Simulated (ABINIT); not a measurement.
## Quasiparticle gap of LiNbO3 (R3c) in ABINIT

How does a plane-wave GW calculation on LiNbO3 (R3c) run from the first input to the gap?

Program: ABINIT 10.8.3. Level of theory: PBE and many-body steps on it, plane waves. Results are calculated unless marked as measured.

### 1. Set-up

Symmetry: R3c, No. 161, trigonal system. The conventional cell has a = 5.152 Å, b = 5.152 Å, c = 13.869 Å, α = 90.00°, β = 90.00°, γ = 120.00°. Nearest to Li lie 6 O at 2.07 to 2.24 Å. Nb has 6 O at 1.88 to 2.13 Å nearest. Nearest to O lie 2 Nb at 1.88 to 2.13 Å and 2 Li at 2.07 to 2.24 Å. Farther neighbours and most contacts between anions are not listed.

The cell and positions come from the Crystallography Open Database and are kept as given unless a step says otherwise.

### 2. Ground state

This step: ABINIT 10.8.3; DFT, PBE, plane waves, norm-conserving pseudopotentials.

The ground-state density comes first.

The input, run.abi:

```
acell 3*1.0 Angstrom
rprim 
  2.575800000019 1.487138823389 4.623000000000
  -2.575800000018 1.487138823389 4.623000000000
  0.000000000000 -2.974277646779 4.623000000000
ntypat 3
znucl 3 41 8
natom 10
typat 1 1 2 2 3 3 3 3 3 3
xred 
  0.281500000000 0.281500000000 0.281500000000
  0.781500000000 0.781500000000 0.781500000000
  0.000055000000 0.000055000000 0.000055000000
  0.500055000000 0.500055000000 0.500055000000
  0.112310000000 0.358360000000 0.719590000000
  0.719590000000 0.112310000000 0.358360000000
  0.358360000000 0.719590000000 0.112310000000
  0.219590000000 0.858360000000 0.612310000000
  0.858360000000 0.612310000000 0.219590000000
  0.612310000000 0.219590000000 0.858360000000
pp_dirpath "pseudos"
pseudos "Li.upf, Nb.upf, O.upf"
ecut 37
ngkpt 6 6 6
nshiftk 1
shiftk 0 0 0
kptopt 1
chksymbreak 0
nband 43
occopt 1
tolvrs 1e-10
nstep 60
prtwf 0
optforces 0
optstress 0
indata_prefix "in"
outdata_prefix "out"
tmpdata_prefix "tmp"
```

Run with:

```
> OMP_NUM_THREADS=1 mpirun -n 32 abinit run.abi > log
```

Numbers of over 12 decimals in the logs are rounded to 6 here.

Output:

```text
.Version 10.8.3 of ABINIT. v10.8.2 released Aug 2026.

 Symmetries : space group R3 c (#161); Bravais hR (rhombohedral)
================================================================================
 Values of the parameters that define the memory need of the present run
     intxc =       0    ionmov =       0      iscf =       7    lmnmax =       6
     lnmax =       6     mgfft =      60  mpssoang =       3    mqgrid =    3001
     natom =      10  nloc_mem =       1    nspden =       1   nspinor =       1
    nsppol =       1      nsym =       6    n1xccc =    2501    ntypat =       3
    occopt =       1   xclevel =       2
-    mband =          43        mffmem =           1         mkmem =           1
       mpw =        7734          nfft =      216000          nkpt =          32
================================================================================
  Rough estimation (10% accuracy) of disk space for files :
================================================================================

--------------------------------------------------------------------------------
------------- Echo of variables that govern the present computation ------------
--------------------------------------------------------------------------------
 -outvars: echo values of preprocessed input variables --------
            acell      1.8897261259E+00  1.8897261259E+00  1.8897261259E+00 Bohr

      chksymbreak           0
             ecut      3.70000000E+01 Hartree
-          fftalg         312

              ixc     -101130
              kpt      0.00000000E+00  0.00000000E+00  0.00000000E+00
                       1.66666667E-01  0.00000000E+00  0.00000000E+00
                       3.33333333E-01  0.00000000E+00  0.00000000E+00
                       5.00000000E-01  0.00000000E+00  0.00000000E+00
                       1.66666667E-01  1.66666667E-01  0.00000000E+00
                       3.33333333E-01  1.66666667E-01  0.00000000E+00
                       5.00000000E-01  1.66666667E-01  0.00000000E+00
                      -3.33333333E-01  1.66666667E-01  0.00000000E+00
                      -1.66666667E-01  1.66666667E-01  0.00000000E+00
   [... 21 further rows ...]
                      -3.33333333E-01  5.00000000E-01  3.33333333E-01
                       5.00000000E-01  5.00000000E-01  5.00000000E-01
         kptrlatt        6    0    0      0    6    0      0    0    6
          kptrlen      5.84106787E+01
P           mkmem           1
            natom          10
            nband          43
            ngfft          60      60      60
             nkpt          32
            nstep          60
             nsym           6
           ntypat           3
              occ      2.000000  2.000000  2.000000  2.000000  2.000000  2.000000
                       2.000000  2.000000  2.000000  2.000000  2.000000  2.000000
                       2.000000  2.000000  2.000000  2.000000  2.000000  2.000000
                       2.000000  2.000000  2.000000  2.000000  2.000000  2.000000
                       2.000000  2.000000  2.000000  2.000000  2.000000  2.000000
                       2.000000  2.000000  2.000000  2.000000  0.000000  0.000000
                       0.000000  0.000000  0.000000  0.000000  0.000000  0.000000
                       0.000000
        optforces           0
        optstress           0
            prtwf           0
            rprim      2.5758000000E+00  1.4871388234E+00  4.6230000000E+00
[...]
spgroup         161

           tolvrs      1.00000000E-10

             xred      2.8150000000E-01  2.8150000000E-01  2.8150000000E-01
[...]
znucl        3.00000   41.00000    8.00000

================================================================================

 chkinp: Checking input parameters for consistency.

================================================================================
== DATASET  1 ==================================================================
-   mpi_nproc: 32, omp_nthreads: 1 (-1 if OMP is not activated)

--- !DatasetInfo
iteration_state: {dtset: 1, }
dimensions: {natom: 10, nkpt: 32, mband: 43, nsppol: 1, nspinor: 1, nspden: 1, mpw: 7734, }
cutoff_energies: {ecut:  37.0, pawecutdg:  -1.0, }
electrons: {nelect:   6.80000000E+01, charge:   0.00000000E+00, occopt:   1.00000000E+00, tsmear:   1.00000000E-02, }

 Real(R)+Recip(G) space primitive vectors, cartesian coordinates (Bohr,Bohr^-1):
 R(1)=  4.8675566  2.8102851  8.7362039  G(1)=  0.1027209  0.0593060  0.0381554
 R(2)= -4.8675566  2.8102851  8.7362039  G(2)= -0.1027209  0.0593060  0.0381554
 R(3)=  0.0000000 -5.6205702  8.7362039  G(3)=  0.0000000 -0.1186119  0.0381554
 Unit cell volume ucvol=  7.1702681E+02 bohr^3
 Angles (23,13,12)=  5.58832370E+01  5.58832370E+01  5.58832370E+01 degrees

 getcut: wavevector=  0.0000  0.0000  0.0000  ngfft=  60  60  60
         ecut(hartree)=     37.000   => boxcut(ratio)=   2.10943

--- Pseudopotential description ------------------------------------------------
- Li Generated using ONCVPSP code by D. R. Hamann
-  3.00000   3.00000  171031                  znucl, zion, pspdat
12 -101130 1 -1 1944                          pspcod,pspxc,lmax,lloc,mmax
     nproj     2     2     0
  pspatm : epsatm=    2.74360059
         --- l  ekb(1:nproj) -->
[...]
12 -101130 2 -1 936                           pspcod,pspxc,lmax,lloc,mmax
     nproj     2     2     1
  pspatm : epsatm=    6.19545534
         --- l  ekb(1:nproj) -->
[...]
2   -1.331955
 pspatm: atomic psp has been read  and splines computed

   5.03676405E+03                                ecore*ucvol(ha*bohr**3)
--------------------------------------------------------------------------------

_setup2: Arith. and geom. avg. npw (full set) are    7707.801    7707.794

================================================================================

--- !BeginCycle
iteration_state: {dtset: 1, }
solver: {iscf: 7, nstep: 60, nline: 4, wfoptalg: 0, }
tolerances: {tolvrs: 1.00E-10, }

     iter   Etot(hartree)      deltaE(h)  residm     vres2
 ETOT  1  -237.22508379455    -2.372E+02 9.465E-02 7.533E+03
 ETOT  2  -232.65043878269     4.575E+00 9.267E-02 2.997E+04
 ETOT  3  -238.54645136842    -5.896E+00 2.606E-02 9.817E+02
 ETOT  4  -238.60115023180    -5.470E-02 1.026E-02 6.007E+02
 ETOT  5  -238.64144216374    -4.029E-02 3.263E-03 1.826E+02
 ETOT  6  -238.67177843306    -3.034E-02 3.509E-03 2.826E+00
 ETOT  7  -238.67220900134    -4.306E-04 2.102E-03 3.489E-01
 ETOT  8  -238.67227242630    -6.342E-05 9.849E-04 1.522E-02
 ETOT  9  -238.67227362321    -1.197E-06 4.970E-04 6.631E-04
 ETOT 10  -238.67227376273    -1.395E-07 4.002E-04 7.276E-05
 ETOT 11  -238.67227376861    -5.879E-09 1.997E-04 7.147E-06
 ETOT 12  -238.67227376975    -1.135E-09 1.688E-04 7.078E-08
 ETOT 13  -238.67227376976    -1.268E-11 9.310E-05 4.194E-10
 ETOT 14  -238.67227376977    -9.095E-12 7.745E-05 1.908E-11

 At SCF step   14       vres2   =  1.91E-11 < tolvrs=  1.00E-10 =>converged.

--- !ResultsGS
iteration_state: {dtset: 1, }
comment   : Summary of ground state results
lattice_vectors:
- [  4.8675566,   2.8102851,   8.7362039, ]
- [ -4.8675566,   2.8102851,   8.7362039, ]
- [  0.0000000,  -5.6205702,   8.7362039, ]
lattice_lengths: [  10.38807,   10.38807,   10.38807, ]
lattice_angles: [ 55.883,  55.883,  55.883, ] # degrees, (23, 13, 12)
lattice_volume:   7.1702681E+02
convergence: {deltae: -9.095E-12, res2:  1.908E-11, residm:  7.745E-05, diffor:  0.000E+00, }
etotal    :  -2.38672274E+02
entropy   :   0.00000000E+00
fermie    :   1.64720858E-01
cartesian_stress_tensor: null
pressure_GPa: null
xred      :
- [  2.8150E-01,   2.8150E-01,   2.8150E-01, Li]
- [  7.8150E-01,   7.8150E-01,   7.8150E-01, Li]
- [  5.5000E-05,   5.5000E-05,   5.5000E-05, Nb]
- [  5.0006E-01,   5.0005E-01,   5.0005E-01, Nb]
- [  1.1231E-01,   3.5836E-01,   7.1959E-01,  O]
- [  7.1959E-01,   1.1231E-01,   3.5836E-01,  O]
- [  3.5836E-01,   7.1959E-01,   1.1231E-01,  O]
- [  2.1959E-01,   8.5836E-01,   6.1231E-01,  O]
- [  8.5836E-01,   6.1231E-01,   2.1959E-01,  O]
- [  6.1231E-01,   2.1959E-01,   8.5836E-01,  O]
cartesian_forces: null
force_length_stats: {min: null, max: null, mean: null, }

 Integrated electronic density in atomic spheres:
 ------------------------------------------------
 Atom  Sphere_radius  Integrated_density
[...]
================================================================================

 ----iterations are completed or convergence reached----

 Mean square residual over all n,k,spin=   22.480E-08; max=  77.447E-06
 reduced coordinates (array xred) for   10 atoms
[...]
0.358360000000      0.719590000000      0.112310000000
       0.219590000000      0.858360000000      0.612310000000
       0.858360000000      0.612310000000      0.219590000000
       0.612310000000      0.219590000000      0.858360000000
 rms dE/dt=  0.0000E+00; max dE/dt=  0.0000E+00; dE/dt below (all hartree)
    1       0.000000000000      0.000000000000      0.000000000000
    2       0.000000000000      0.000000000000      0.000000000000
    3       0.000000000000      0.000000000000      0.000000000000
    4       0.000000000000      0.000000000000      0.000000000000
    5       0.000000000000      0.000000000000      0.000000000000
    6       0.000000000000      0.000000000000      0.000000000000
    7       0.000000000000      0.000000000000      0.000000000000
    8       0.000000000000      0.000000000000      0.000000000000
    9       0.000000000000      0.000000000000      0.000000000000
   10       0.000000000000      0.000000000000      0.000000000000

 cartesian coordinates (angstrom) at end:
[...]
6      1.564232     0.171289     5.502572
    7     -0.930456     1.269020     5.502572
    8     -1.645344    -0.218119     7.814072
    9      0.633776     1.533969     7.814072
   10      1.011568    -1.315850     7.814072
 length scales=  1.889726125908  1.889726125908  1.889726125908 bohr
              =  1.000000000000  1.000000000000  1.000000000000 angstroms
 prteigrs : about to open file out_EIG
 Fermi (or HOMO) energy (hartree) =   0.16472   Average Vxc (hartree)=  -0.40109
 Eigenvalues (hartree) for nkpt=  32  k points:
 kpt#   1, nband= 43, wtk=  0.00463, kpt=  0.0000  0.0000  0.0000 (reduced coord)
  -1.82415   -1.82359   -1.39949   -1.39939   -0.95452   -0.95452   -0.95151   -0.94868
  -0.94868   -0.94465   -0.45643   -0.43193   -0.43193   -0.39871   -0.39077   -0.39077
   0.00214    0.00214    0.00981    0.01202    0.01202    0.04493    0.08722    0.09047
   0.09047    0.12019    0.13192    0.13192    0.13914    0.13922    0.13922    0.14707
   0.16446    0.16446    0.29743    0.29743    0.31460    0.35543    0.35543    0.36172
   0.43394    0.44848    0.44848
 prteigrs : prtvol=0 or 1, do not print more k-points.

--- !EnergyTerms
iteration_state     : {dtset: 1, }
comment             : Components of total free energy in Hartree
kinetic             :  1.12795358364766E+02
hartree             :  5.27221213766462E+01
xc                  : -5.46586042469807E+01
Ewald energy        : -1.64413318982960E+02
psp_core            :  7.02451283118983E+00
local_psp           : -1.83205419600347E+02
non_local_psp       : -8.93692351208323E+00
total_energy        : -2.38672273769769E+02
total_energy_eV     : -6.49460342775569E+03
band_energy         : -2.61282147644111E+01

== END DATASET(S) ==============================================================
================================================================================

 -outvars: echo values of variables after computation  --------
           etotal     -2.3867227377E+02
            nband          43
             nkpt          32
          spgroup         161
 [... the other variables as echoed above ...]

 Calculation completed.
```

Elapsed: 39 s, on 32 MPI ranks of Arm Neoverse V2, shared host; peak memory 3.6 GiB; 17 min of CPU time.

This step gave:

| Item | Value |
| --- | --- |
| total energy | -6494.6034 eV |
| gap | 3.607 eV |
| k of the valence top | 0.1667, 0.1667, 0.1667 |
| k of the conduction bottom | 0.1667, 0.1667, 0 |
| least direct gap | 3.618 eV |

The gap is indirect, with the least direct gap 0.011 eV higher.

(Part 1 of 3 ends here.)

[Paths, hosts, dates, memory and timing lines, banners, echoed tables and standing remarks are left out of the program output.]

[Logs are printed without paths, hosts, clocks, repeated set-up lines and the standing remarks that a program may print on its own settings, such as how far it seeks lower states.]

[Runs of the session that timed out or met a known fault of the program may be left out.]

[Hosts, paths, dates, database ids (printed as entryN), source tags and the programs' standing remarks are cut or masked in the printed files.]

[G0W0 gaps are taken among the corrected bands and points alone; a level outside them can change the order at an edge.]

[Where Ansatz stands beside ABINIT at settings called matched, ABINIT's density can come from a denser mesh and the files from another edition; pairs whose starting gaps differed by over 0.03 eV were left out, so agreement reads better than it is.]
